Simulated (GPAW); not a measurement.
**Quasiparticle gap of TiO2 (Rutile) in GPAW**

Aim: the G0W0 gap of TiO2 (Rutile) on LDA, step by step.

Method: LDA and many-body steps on it, plane waves, in GPAW 26.7.0.

**What was measured.**

- Gap 3.05 eV: band gap; bulk crystal (literature experimental value) (quoted in “Hydrogen related defects in titanium dioxide at the interface to palladium”, 2021, arxiv:2112.05953).

- Gap 3.28 eV: optical bandgap after anatase to rutile transformation; spectroscopic ellipsometry; film (polycrystalline sol-gel film on Si(100), annealed at high temperature below 800 °C) (“Photocatalytic Performance of Sol-Gel Prepared TiO2 Thin Films Annealed at Various Temperatures”, 2023, pmc:10419699).

- Gap 3.09 ± 0.06 eV: optical gap from Tauc plot assuming indirect allowed transition; UV/vis diffuse reflectance, Kubelka-Munk and Tauc analysis; film (30 nm ALD shell on quartz particles, grown at 200 C, annealed in air at 500 C; rutile-rich with some anatase) on SiO2 (quartz particles) (“Defect-Mediated Crystallization of the Particulate TiO2 Photocatalyst Grown by Atomic Layer Deposition”, 2024, pmc:11726664).

- Gap 3.03 eV: experimental band gap, quoted; bulk crystal (quoted in “Polaron-induced phonon localization and stiffening in rutile TiO2”, 2016, arxiv:1612.05679).

Most raw output is cut from this account.

## (1) The starting structure

It takes space group P4_2/mnm (No. 136, tetragonal). The conventional cell has a = 4.592 Å, b = 4.592 Å, c = 2.957 Å, α = 90.00°, β = 90.00°, γ = 90.00°. Nearest to Ti lie 6 O at 1.95 to 1.98 Å. Nearest to O lie 3 Ti at 1.95 to 1.98 Å. Farther neighbours and most contacts between anions are not listed.

The cell and positions come from the Crystallography Open Database and are kept as given unless a step says otherwise.

## (2) Ground state

This step: GPAW 26.7.0; DFT, LDA, plane waves, PAW.

The ground-state density comes first.

The input, run.py:

```python
import json
import numpy as np
from gpaw.mpi import world
from ase import Atoms
from gpaw import GPAW, PW, FermiDirac

atoms = Atoms(['Ti', 'Ti', 'O', 'O', 'O', 'O'],
    cell=[[4.5922000000, 0.0000000000, 0.0000000000],
      [0.0000000000, 4.5922000000, 0.0000000000],
      [0.0000000000, 0.0000000000, 2.9574000000]],
    scaled_positions=[[0.0000000000, 0.0000000000, 0.0000000000],
      [0.5000000000, 0.5000000000, 0.5000000000],
      [0.3049600000, 0.3049600000, 0.0000000000],
      [0.1950400000, 0.8049600000, 0.5000000000],
      [0.6950400000, 0.6950400000, 0.0000000000],
      [0.8049600000, 0.1950400000, 0.5000000000]],
    pbc=(True, True, True))
calc = GPAW(mode=PW(600),
    xc='LDA',
    kpts={'size': (6, 6, 8), 'gamma': True},
    occupations=FermiDirac(0.001),
    nbands=-9,
    convergence={'density': 1e-6, 'bands': -3},
    maxiter=100,
    txt='gs.txt')
atoms.calc = calc
res = {'energy': atoms.get_potential_energy()}
kpts = calc.get_ibz_k_points()
res['kpts'] = kpts
res['eigenvalues'] = [calc.get_eigenvalues(kpt=k) for k in range(len(kpts))]
res['n_electrons'] = calc.get_number_of_electrons()
calc.write('gs.gpw')

if world.rank == 0:
    with open('result.json', 'w') as f:
        json.dump(res, f, default=lambda x: x.tolist())
```

On the command line:

```console
$ mpirun -n 8 gpaw python run.py
```

It took 8.6 s on 8 MPI ranks of AMD EPYC 9R45, shared host; peak memory 1.6 GiB; 67 s of CPU time.

Numbers from this step:

```
total energy               : -57.1603 eV
gap                        : 1.823 eV
k of the valence top       : 0, 0, 0
k of the conduction bottom : 0, 0, 0
least direct gap           : 1.823 eV
```

The gap is direct, at Γ.

## (3) Bands along the symmetry lines

The cheap functional maps the bands first; the places of the edges decide which points the dearer methods must see.

The input, run.py:

```python
import json
import numpy as np
from gpaw.mpi import world
from gpaw import GPAW

path = [[0.000000, 0.000000, 0.000000],
    [0.000000, 0.062500, 0.000000],
    [0.000000, 0.125000, 0.000000],
    [0.000000, 0.187500, 0.000000],
    [0.000000, 0.250000, 0.000000],
    [0.000000, 0.312500, 0.000000],
    [0.000000, 0.375000, 0.000000],
    [0.000000, 0.437500, 0.000000],
    [0.000000, 0.500000, 0.000000],
    [0.062500, 0.500000, 0.000000],
    [0.125000, 0.500000, 0.000000],
    [0.187500, 0.500000, 0.000000],
    [0.250000, 0.500000, 0.000000],
    [0.312500, 0.500000, 0.000000],
    [0.375000, 0.500000, 0.000000],
    [0.437500, 0.500000, 0.000000],
    [0.500000, 0.500000, 0.000000],
    [0.437500, 0.437500, 0.000000],
    [0.375000, 0.375000, 0.000000],
    [0.312500, 0.312500, 0.000000],
    [0.250000, 0.250000, 0.000000],
    [0.187500, 0.187500, 0.000000],
    [0.125000, 0.125000, 0.000000],
    [0.062500, 0.062500, 0.000000],
    [0.000000, 0.000000, 0.000000],
    [0.000000, 0.000000, 0.062500],
    [0.000000, 0.000000, 0.125000],
    [0.000000, 0.000000, 0.187500],
    [0.000000, 0.000000, 0.250000],
    [0.000000, 0.000000, 0.312500],
    [0.000000, 0.000000, 0.375000],
    [0.000000, 0.000000, 0.437500],
    [0.000000, 0.000000, 0.500000],
    [0.000000, 0.062500, 0.500000],
    [0.000000, 0.125000, 0.500000],
    [0.000000, 0.187500, 0.500000],
    [0.000000, 0.250000, 0.500000],
    [0.000000, 0.312500, 0.500000],
    [0.000000, 0.375000, 0.500000],
    [0.000000, 0.437500, 0.500000],
    [0.000000, 0.500000, 0.500000],
    [0.062500, 0.500000, 0.500000],
    [0.125000, 0.500000, 0.500000],
    [0.187500, 0.500000, 0.500000],
    [0.250000, 0.500000, 0.500000],
    [0.312500, 0.500000, 0.500000],
    [0.375000, 0.500000, 0.500000],
    [0.437500, 0.500000, 0.500000],
    [0.500000, 0.500000, 0.500000],
    [0.437500, 0.437500, 0.500000],
    [0.375000, 0.375000, 0.500000],
    [0.312500, 0.312500, 0.500000],
    [0.250000, 0.250000, 0.500000],
    [0.187500, 0.187500, 0.500000],
    [0.125000, 0.125000, 0.500000],
    [0.062500, 0.062500, 0.500000],
    [0.000000, 0.000000, 0.500000],
    [0.000000, 0.500000, 0.000000],
    [0.000000, 0.500000, 0.062500],
    [0.000000, 0.500000, 0.125000],
    [0.000000, 0.500000, 0.187500],
    [0.000000, 0.500000, 0.250000],
    [0.000000, 0.500000, 0.312500],
    [0.000000, 0.500000, 0.375000],
    [0.000000, 0.500000, 0.437500],
    [0.000000, 0.500000, 0.500000],
    [0.500000, 0.500000, 0.000000],
    [0.500000, 0.500000, 0.062500],
    [0.500000, 0.500000, 0.125000],
    [0.500000, 0.500000, 0.187500],
    [0.500000, 0.500000, 0.250000],
    [0.500000, 0.500000, 0.312500],
    [0.500000, 0.500000, 0.375000],
    [0.500000, 0.500000, 0.437500],
    [0.500000, 0.500000, 0.500000]]
calc = GPAW('gs.gpw').fixed_density(kpts=path,
    symmetry='off',
    nbands=34,
    convergence={'bands': 30},
    txt='bands.txt')
res = {}
kpts = calc.get_ibz_k_points()
res['kpts'] = kpts
res['eigenvalues'] = [calc.get_eigenvalues(kpt=k) for k in range(len(kpts))]
res['n_electrons'] = calc.get_number_of_electrons()

if world.rank == 0:
    with open('result.json', 'w') as f:
        json.dump(res, f, default=lambda x: x.tolist())
```

On the command line:

```console
$ mpirun -n 8 gpaw python run.py
```

Wall time 6.1 s (8 MPI ranks); peak memory 1.7 GiB; 47 s of CPU time.

Numbers from this step:

```
gap                        : 1.823 eV
k of the valence top       : 0, 0, 0
k of the conduction bottom : 0, 0, 0
least direct gap           : 1.823 eV
```

The gap is 1.823 eV, as in the run before at this level.

Electronic bands along the path, in eV, zero at the top of the highest filled band:

```tsv
point	band 21	band 22	band 23	band 24	band 25	band 26	band 27	band 28
Γ	-0.70	-0.45	-0.45	0.00	1.82	2.11	2.37	2.46
halfway	-1.45	-1.07	-0.83	-0.23	2.13	2.44	2.69	2.77
X	-1.66	-1.66	-0.76	-0.76	2.50	2.50	3.00	3.00
halfway	-1.49	-1.49	-1.11	-1.11	2.23	2.23	2.74	2.74
M	-1.31	-1.31	-1.06	-1.06	1.87	1.87	2.49	2.49
halfway	-1.77	-1.14	-1.14	-0.40	1.90	2.47	2.54	3.00
Γ	-0.70	-0.45	-0.45	0.00	1.82	2.11	2.37	2.46
halfway	-1.80	-1.50	-1.50	-0.48	2.18	2.52	2.81	3.12
Z	-2.43	-2.43	-1.44	-1.44	2.95	2.95	3.14	3.14
halfway	-1.82	-1.82	-1.65	-1.65	2.42	2.42	3.16	3.16
R	-2.08	-2.08	-1.05	-1.05	1.85	1.85	3.17	3.17
halfway	-1.55	-1.55	-0.89	-0.89	2.11	2.11	3.18	3.18
A	-1.30	-1.30	-0.68	-0.68	2.55	2.55	3.19	3.19
halfway	-1.89	-1.59	-1.40	-1.22	2.05	2.74	3.15	3.16
Z	-2.43	-2.43	-1.44	-1.44	2.95	2.95	3.14	3.14
jump to X	-1.66	-1.66	-0.76	-0.76	2.50	2.50	3.00	3.00
halfway	-1.99	-1.99	-0.86	-0.86	2.52	2.52	3.17	3.17
R	-2.08	-2.08	-1.05	-1.05	1.85	1.85	3.17	3.17
jump to M	-1.31	-1.31	-1.06	-1.06	1.87	1.87	2.49	2.49
halfway	-1.82	-1.82	-1.36	-1.36	2.66	2.66	2.85	2.85
A	-1.30	-1.30	-0.68	-0.68	2.55	2.55	3.19	3.19
```

## (4) Empty states on the mesh, 4×4×6 mesh, 151 bands

The sums over transitions need many empty states on a uniform mesh; this step solves for them.

The input, run.py:

```python
import json
import numpy as np
from gpaw.mpi import world
from gpaw import GPAW

calc = GPAW('gs.gpw').fixed_density(kpts={'size': (4, 4, 6), 'gamma': True},
    parallel={'domain': 1, 'band': 1},
    txt='nscf.txt')
calc.diagonalize_full_hamiltonian(nbands=151)
calc.write('full.gpw', mode='all')
res = {}
kpts = calc.get_ibz_k_points()
res['kpts'] = kpts
res['eigenvalues'] = [calc.get_eigenvalues(kpt=k) for k in range(len(kpts))]
res['n_electrons'] = calc.get_number_of_electrons()

if world.rank == 0:
    with open('result.json', 'w') as f:
        json.dump(res, f, default=lambda x: x.tolist())
```

On the command line:

```console
$ mpirun -n 8 gpaw python run.py
```

Wall time 22 s (8 MPI ranks); peak memory 4.3 GiB.

Numbers from this step:

* gap: 1.823 eV
* k of the valence top: 0, 0, 0
* k of the conduction bottom: 0, 0, 0
* least direct gap: 1.823 eV
* k points computed: 28
* lowest point of the top converged band, above the valence top: 82.0732 eV

On this mesh the gap is 1.823 eV.

## (5) Screening and self-energy, 4×4×6 mesh, 141 bands, screening to 100 eV

G0W0 replaces the xc potential by the self-energy, built once from these orbitals. Only a window of levels is corrected, while the sums run over the empty bands that the input names.

This step: G0W0 on LDA, plane waves, PAW.

The input, run.py:

```python
import json
import numpy as np
from gpaw.mpi import world
from gpaw.response.g0w0 import G0W0

gw = G0W0('full.gpw',
    filename='gw',
    kpts=[0],
    bands=(22, 26),
    ecut=100,
    nbands=141,
    integrate_gamma='WS',
    ppa=True)
gw.calculate()
res = {mode: {k: v for k, v in r.items() if k != 'sigma_eskwn'}
       for mode, r in gw.all_results.items()}

if world.rank == 0:
    with open('result.json', 'w') as f:
        json.dump(res, f, default=lambda x: x.tolist())
```

On the command line:

```console
$ mpirun -n 8 gpaw python run.py
```

The job ended after 67 s (8 MPI ranks; peak memory 2.8 GiB; 8.9 min of CPU time).

Numbers from this step:

```yaml
g0w0_gap_on_the_points_computed: 3.669 eV
least_direct_g0w0_gap_on_the_computed_points: 3.669 eV
z_at_the_valence_top: 0.7569
z_at_the_conduction_bottom: 0.7648
starting_gap_on_the_mesh: 1.823 eV
k_of_the_valence_top: 0, 0, 0
k_of_the_conduction_bottom: 0, 0, 0
```

The gap on the mesh goes from 1.82 eV to 3.67 eV, a correction of +1.85 eV.

Limits: finite bands, cutoff and mesh. v1 is the top filled band, c1 the lowest empty one. Levels before and after the correction, in eV, zero at the valence-band top of each column:

```tsv
	conduction bottom	valence top
Kohn-Sham	1.82	0.00
G0W0	3.67	0.00
```

```tsv
	level	energy (eV)
Kohn-Sham	Γ v2	-0.446
Kohn-Sham	Γ v1	0.000
Kohn-Sham	Γ c1	1.823
Kohn-Sham	Γ c2	2.111
G0W0	Γ v2	-0.456
G0W0	Γ v1	0.000
G0W0	Γ c1	3.669
G0W0	Γ c2	3.840
```

## (6) Where the time went

Times are wall times on 8 MPI ranks of AMD EPYC 9R45, shared host, good to a factor of about two.

```tsv
step	time	share	memory (GiB)
ground state	8.6 s	8 %	1.6
bands along the symmetry lines	6.1 s	6 %	1.7
empty states on the mesh	22 s	22 %	4.3
screening and self-energy	67 s	64 %	2.8
```

## (7) Summary of results

```
LDA gap              : 1.82 eV, direct
G0W0 gap on the mesh : 3.67 eV
GW settings          : 4×4×6 mesh, 141 bands, screening to 100 eV, Godby-Needs plasmon pole
known limits         : not at the basis limit
```

In words: G0W0 moves the gap on the mesh from 1.82 eV to 3.67 eV (+1.85 eV), with Z of 0.76 and 0.76 at the edges. Only 1 of the mesh's irreducible points was corrected, so a valley elsewhere could overtake. The dearest step here is «screening and self-energy». Against experiment, by G0W0@LDA: the gap of 3.67 eV lies +0.62 eV from the measured 3.05 eV (kind not stated, quoted 2021); the gap of 3.67 eV lies +0.39 eV from the measured 3.28 eV (optical, 2023); the gap of 3.67 eV lies +0.58 eV from the measured 3.09 ± 0.06 eV (indirect, on SiO2 (quartz particles), 2024); the gap of 3.67 eV lies +0.64 eV from the measured 3.03 eV (kind not stated, quoted 2016). An exciton line or allowed optical edge lies below the quasiparticle gap by the binding energy; a forbidden edge can push the onset above it. The calculation has static nuclei and no excitons; a measured gap holds zero-point and thermal motion, which mostly lowers it. Bands and cutoff are finite, so the gap is not at the basis limit. The miss can reach some tenths of an eV and take either sign; the mesh is an error of its own. These stock PAW sets were not made for GW. In the G0W0 run levels were corrected at 1 k point alone, so a gap called «on the mesh» is the least over those, and an edge elsewhere would be missed.

[Paths, hosts, dates, memory and timing lines, banners, echoed tables and standing remarks are left out of the program output.]

[Logs are printed without paths, hosts, clocks, repeated set-up lines and the standing remarks that a program may print on its own settings, such as how far it seeks lower states.]

[Runs of the session that timed out or met a known fault of the program may be left out.]

[Hosts, paths, dates, database ids (printed as entryN), source tags and the programs' standing remarks are cut or masked in the printed files.]
